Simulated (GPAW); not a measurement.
**How AlN absorbs and reflects light**

Aim: the dielectric function of AlN, and the optical constants that follow from it.

Method: DFT, LDA, plane-wave PAW (GPAW data sets), scalar-relativistic, RPA, optical limit, in GPAW 26.7.0.

**1. Starting point**

It takes space group F-43m (No. 216, cubic). The conventional cell has a = 4.368 Å, b = 4.368 Å, c = 4.368 Å, α = 90.00°, β = 90.00°, γ = 90.00°. Nearest to Al lie 4 N at 1.89 Å. Nearest to N lie 4 Al at 1.89 Å. Farther neighbours and most contacts between anions are not listed.

Structure file:

```
Al N
1.0
     0.00000    2.18399    2.18399
     2.18399    0.00000    2.18399
     2.18399    2.18399    0.00000
Al N
1 1
Direct
  0.00000 0.00000 0.00000
  0.25000 0.25000 0.25000
```

**2. Bands for the response**

At the fixed density, many empty bands are solved on the mesh of the response, since the spectrum sums over them.

This step: DFT, LDA, plane-wave PAW (GPAW data sets), scalar-relativistic, bands at fixed density (GPAW 26.7.0).

Input file nscf.py:

```python
from ase.dft.bandgap import bandgap
from gpaw import GPAW, FermiDirac

calc = GPAW('gs.gpw').fixed_density(kpts={'size': (14, 14, 14), 'gamma': True}, nbands=23, convergence={'bands': 17},
                                    occupations=FermiDirac(0.001), txt='nscf.txt')
print('gap (eV)', bandgap(calc, output=None)[0])
print('direct gap (eV)', bandgap(calc, direct=True, output=None)[0])
print('top band over the Fermi level (eV)', min(calc.get_eigenvalues(kpt=k)[16] for k in range(len(calc.get_ibz_k_points()))) - calc.get_fermi_level())
calc.write('full.gpw', mode='all')
```

Launch:

```sh
OMP_NUM_THREADS=1 python nscf.py
```

Numbers of over 12 decimals in the logs are rounded to 6 here.

Log:

```text
Diagonalizing LCAO Hamiltonian
Converting LCAO to pw mode
convergence criteria:
- Maximum integral of absolute [eigenst]ate change: 4e-08 eV^2 / valence electron
maximum number of iterations: 150

SCF iterations
|iter     |      energy | eigst |  dens |
|iter:   1||             | +3.03 |       |
|iter:   2||             | +1.29 |       |
|iter:   3||             | -1.21 |       |
|iter:   4||             | -2.99 |       |
|iter:   5||             | -5.14 |       |
|iter:   6||             | -6.77 |       |
|iter:   7||             | -7.77c|       |
SCF steps: 7
  __  _  _
 | _ |_)|_||  |
 |__||  | ||/\| - 26.7.0

Versions:
  Python: 3.12.14
  ASE:    3.29.0
  Numpy:  2.5.5
  Scipy:  1.18.1
  Libxc:  7.0.0

Input parameters:
  mode=PW(ecut=500.0),
  convergence={'bands': 17},
  gpts=array([16, 16, 16]),
  kpts=MonkhorstPack(size=(14, 14, 14), gamma=True),
  maxiter=150,
  nbands=23,
  occupations=Occupations(name='fermi-dirac', width=0.001, fixmagmom=False),
  parallel={},
  xc=XC(name='LDA')

--- standard output ---
gap (eV) 3.207136
direct gap (eV) 4.173131
top band over the Fermi level (eV) 29.885065
```

The job ended after 15 s (1 thread of Arm Neoverse V1, shared host; peak memory 0.15 GiB).

This step gave:

| Property | Result |
| --- | --- |
| gap on the k-mesh | 3.207 eV |
| direct gap on the mesh | 4.173 eV |

**3. Dielectric function, RPA**

Transitions between filled and empty bands, summed over the zone, give the optical response, so mesh, band count and broadening shape it.

The induced potential is part of this response.

This step: DFT, LDA, plane-wave PAW (GPAW data sets), scalar-relativistic, RPA, optical limit (GPAW 26.7.0).

Input file df.py:

```python
from gpaw.response.df import DielectricFunction

df = DielectricFunction('full.gpw', frequencies={'type': 'nonlinear', 'domega0': 0.03, 'omega2': 8},
                        ecut=50,
                        eta=0.15,
                        nbands=17,
                        txt='df.txt')
for direction in ['x']:
    df.get_dielectric_function(xc='RPA', direction=direction, filename=f'df_{direction}.csv')
```

Launch:

```sh
OMP_NUM_THREADS=1 python df.py
```

Log:

```text
Using integrator: PointIntegrator
NonLinearFrequencyDescriptor(from 0.000 to 50.231 eV, 466 points)
Nonperiodic BCs:  [False False False]
Using integrator: PointIntegrator
NonLinearFrequencyDescriptor(from 0.000 to 50.231 eV, 466 points)
Nonperiodic BCs:  [False False False]

Calculating chi0 body with:
    Ground state adapter containing:
    Number of spins: 1
    Number of kpoints: 2744
    Number of irreducible kpoints: 104
    Number of completely occupied states: 4
    Number of partially occupied states: 4

    Linear response parametrization:
    q_c: [0.0, 0.0, 0.0]
    Number of frequency points: 466
    Planewave cutoff: 50.0
    Number of bands: 17
    Number of planewaves: 15
    Broadening (eta): 0.15

Integrating chi0 body.

Symmetries of q_c:
    Direct symmetries (Uq -> q): 24
    Indirect symmetries (TUq -> q): 24
In total 48 allowed symmetries.

104 groups of equivalent kpoints. 96.209913% reduction.

Integral kind: spectral function

Calculating chi0 optical extensions with:
    Ground state adapter containing:
    Number of spins: 1
    Number of kpoints: 2744
    Number of irreducible kpoints: 104
    Number of completely occupied states: 4
    Number of partially occupied states: 4

    Linear response parametrization:
    Number of frequency points: 466
    Planewave cutoff: 50.0
    Number of bands: 17
    Number of planewaves: 15
    Broadening (eta): 0.15
Integrating chi0 head and wings.

Symmetries of q_c:
    Direct symmetries (Uq -> q): 24
    Indirect symmetries (TUq -> q): 24
In total 48 allowed symmetries.

104 groups of equivalent kpoints. 96.209913% reduction.

Integral kind: spectral function wings
```

Run time: 3.5 s. Hardware: 1 thread; peak memory 0.19 GiB.

Read-outs, printed or worked out from the files:

```
electronic dielectric constant ε∞, mean over x, y and z (by symmetry where fewer were run) : 4.480
main peak of Im epsilon, first axis                                                        : 7.275 eV
```

Some rows of df_x.csv (energy; Re and Im without local fields; Re and Im with them):

```text
0.000000, 4.775398, -0.000000, 4.480317, -0.000000
0.429336, 4.786191, 0.007586, 4.490277, 0.007001
0.878195, 4.821134, 0.015922, 4.522533, 0.014702
1.347938, 4.885696, 0.025621, 4.582174, 0.023682
1.840057, 4.988618, 0.037699, 4.677378, 0.034904
2.356191, 5.144570, 0.054051, 4.821955, 0.050186
2.898142, 5.380455, 0.078915, 5.041458, 0.073636
3.467895, 5.754701, 0.125334, 5.392228, 0.118197
4.067647, 6.433520, 0.315805, 6.037830, 0.310968
4.699832, 7.184296, 1.053226, 6.691847, 1.062343
5.367152, 7.915933, 2.728312, 7.317195, 2.624023
6.072622, 7.595150, 3.940217, 6.988028, 3.689152
6.819608, 6.360647, 6.118323, 5.806550, 5.593075
7.611886, 3.514961, 7.462461, 3.064676, 6.943759
8.453705, 0.353101, 4.500842, -0.038333, 4.031356
9.349861, 2.631977, 4.292102, 2.487877, 3.534163
10.305790, 2.268610, 4.398208, 1.580500, 3.723879
11.327680, 0.140673, 5.235706, 0.405735, 3.991203
12.422601, -1.044610, 5.942158, 0.676661, 4.668048
13.598673, -2.027697, 2.940484, -1.178931, 3.274818
```

Values under the direct gap are tails of Lorentzian lines. Im ε, E ∥ x against photon energy; read off at these points:

photon energy (eV), Im ε, E ∥ x and a bar:
```
     0.00       0.00 
     0.50       0.01 
     1.00       0.02 
     1.50       0.03 
     2.00       0.04 
     2.50       0.06 
     3.00       0.08 
     3.50       0.12 
     4.00       0.26 #
     4.50       0.82 ###
     5.00       1.54 ######
     5.50       2.95 ############
     6.00       3.67 ##############
     6.50       5.37 #####################
     7.00       6.35 #########################
     7.27       7.60 ##############################
     7.50       6.79 ###########################
     8.00       7.39 #############################
     8.50       3.84 ###############
     9.00       2.83 ###########
     9.50       3.89 ###############
     9.68       4.61 ##################
    10.00       4.49 ##################
    10.50       3.85 ###############
    10.88       4.77 ###################
    11.00       4.71 ###################
    11.50       3.82 ###############
    12.00       4.03 ################
    12.50       4.77 ###################
    13.00       4.57 ##################
    13.50       3.45 ##############
```

Table of Re ε, E ∥ x by photon energy:

photon energy (eV), Re ε, E ∥ x and a bar from the least value:
```
      0.0       4.48 ####################
      0.5       4.49 ####################
      1.0       4.54 ####################
      1.5       4.61 #####################
      2.0       4.72 #####################
      2.5       4.87 ######################
      3.0       5.09 ######################
      3.5       5.42 ########################
      4.0       5.95 #########################
      4.5       6.68 ############################
      5.0       7.24 ##############################
      5.5       7.16 ##############################
      6.0       6.74 ############################
      6.5       6.43 ###########################
      7.0       5.86 #########################
      7.5       3.14 ###############
      8.0       0.93 ########
      8.5       0.03 ####
      9.0       2.16 ############
      9.5       2.70 ##############
     10.0       1.38 #########
     10.5       1.61 ##########
     11.0       1.23 #########
     11.5       0.89 #######
     12.0       0.94 ########
     12.5       0.34 #####
     13.0      -0.52 ##
     13.5      -1.20
```

Values under the direct gap are tails of Lorentzian lines. Table of Im ε, E ∥ x by photon energy; read off at these points:

```
photon energy (eV)  without local fields  with local fields
              0.00                     0                  0
              0.50               0.00886            0.00818
              1.00                0.0183             0.0169
              1.50                0.0291             0.0269
              2.00                0.0423             0.0392
              2.50                0.0597             0.0554
              3.00                0.0851             0.0795
              3.50                 0.129              0.122
              4.00                 0.266              0.259
              4.50                 0.814              0.822
              5.00                  1.57               1.54
              5.50                  3.10               2.95
              6.00                  3.91               3.67
              6.50                  5.80               5.37
              7.00                  6.92               6.35
              7.27                  8.01               7.60
              7.50                  7.25               6.79
              8.00                  8.02               7.39
              8.50                  4.33               3.84
              9.00                  3.55               2.83
              9.50                  4.57               3.89
              9.68                  5.30               4.61
             10.00                  4.87               4.49
             10.50                  4.75               3.85
             11.00                  6.27               4.71
             11.10                  6.40               4.75
             11.50                  5.26               3.82
             12.00                  5.60               4.03
             12.42                  5.94               4.66
             12.50                  5.73               4.77
             13.00                  4.53               4.57
             13.50                  3.10               3.45
```

The loss function −Im 1/ε at q → 0, E ∥ x has structure finer than the step of the table below, so its rows give means over 0.5 eV, whole bins alone (the curve runs from 0 to 14.0 eV). Peaks (eV: height): 8.70: 0.338, 10.24: 0.236, 11.40: 0.257.

Values under the direct gap are tails of Lorentzian lines. Table of loss function −Im 1/ε at q → 0, E ∥ x by energy loss; means over each step:

energy loss (eV), loss function −Im 1/ε at q → 0, E ∥ x and a bar:
```
      0.5      0.000 
      1.0      0.001 
      1.5      0.001 
      2.0      0.002 
      2.5      0.002 
      3.0      0.003 
      3.5      0.004 
      4.0      0.008 #
      4.5      0.018 ##
      5.0      0.029 ###
      5.5      0.048 #####
      6.0      0.061 #######
      6.5      0.077 #########
      7.0      0.088 ##########
      7.5      0.117 #############
      8.0      0.144 ################
      8.5      0.265 ##############################
      9.0      0.242 ###########################
      9.5      0.179 ####################
     10.0      0.208 #######################
     10.5      0.215 ########################
     11.0      0.198 ######################
     11.5      0.243 ###########################
     12.0      0.235 ###########################
     12.5      0.217 ########################
     13.0      0.222 #########################
     13.5      0.261 ##############################
```

Table of refractive index n and extinction k by photon energy:

```
photon energy (eV)     n        k
               0.0  2.12        0
               0.5  2.12  0.00193
               1.0  2.13  0.00397
               1.5  2.15  0.00627
               2.0  2.17  0.00901
               2.5  2.21   0.0126
               3.0  2.26   0.0176
               3.5  2.33   0.0262
               4.0  2.44   0.0531
               4.5  2.59    0.159
               5.0  2.71    0.284
               5.5  2.73    0.540
               6.0  2.68    0.683
               6.5  2.72    0.987
               7.0  2.69     1.18
               7.5  2.30     1.47
               8.0  2.05     1.81
               8.5  1.39     1.38
               9.0  1.69    0.837
               9.5  1.93     1.01
              10.0  1.74     1.29
              10.5  1.70     1.13
              11.0  1.75     1.35
              11.5  1.55     1.23
              12.0  1.59     1.26
              12.5  1.60     1.49
              13.0  1.43     1.60
              13.5  1.11     1.56
```

At chosen wavelengths:

| wavelength (nm) | n | k | R (%) | 1/α |
| --- | --- | --- | --- | --- |
| 633 | 2.17 | 0.009 | 13.6 | 5.7 µm |
| 532 | 2.19 | 0.011 | 14.0 | 3.8 µm |
| 405 | 2.26 | 0.018 | 15.0 | 1.8 µm |
| 365 | 2.31 | 0.024 | 15.7 | 1.2 µm |
| 308 | 2.45 | 0.057 | 17.6 | 434 nm |
| 248 | 2.71 | 0.284 | 21.6 | 69 nm |
| 193 | 2.74 | 0.945 | 26.4 | 16 nm |

Below the direct gap, k and the depth come from the tails of the Lorentzian lines, not from transitions.

Rows near the edge hang on the gap, which this functional as a rule makes too small, and phonon-assisted absorption is left out.

**4. What came out**

| Property | Result |
| --- | --- |
| electronic dielectric constant ε∞, mean over x, y and z (by symmetry where fewer were run) (RPA) | 4.48 |
| main peak of Im epsilon, first axis | 7.28 eV |

What this shows: At this level (LDA, RPA) AlN has ε∞ = 4.48 and n = 2.12 at 1550 nm, and Im ε peaks at 7.3 eV. On the mesh the gap is 3.21 eV and the least direct gap 4.17 eV, so on this mesh the band edges lie at different points. Local fields change the static value along x from 4.78 to 4.48 (-6 %). Distinct maxima of Im ε, read by a parabola through the highest points, lie at 7.28 eV (7.6), 7.96 eV (7.5), 10.90 eV (4.8) and 12.50 eV (4.8). Excitons and phonon-assisted transitions are missing; LDA gaps are as a rule too small, which pulls the onset down and ε∞ up. The sum runs over mesh points, so small or evenly spaced maxima can still be ripples of the mesh.

[Machine, clock and banner lines and Python warnings are left out of the logs.]

[Logs are printed without paths, hosts, clocks, repeated set-up lines and the standing remarks that a program may print on its own settings, such as how far it seeks lower states.]

[Hosts, paths, dates, database ids (printed as entryN), source tags and the programs' standing remarks are cut or masked in the printed files.]
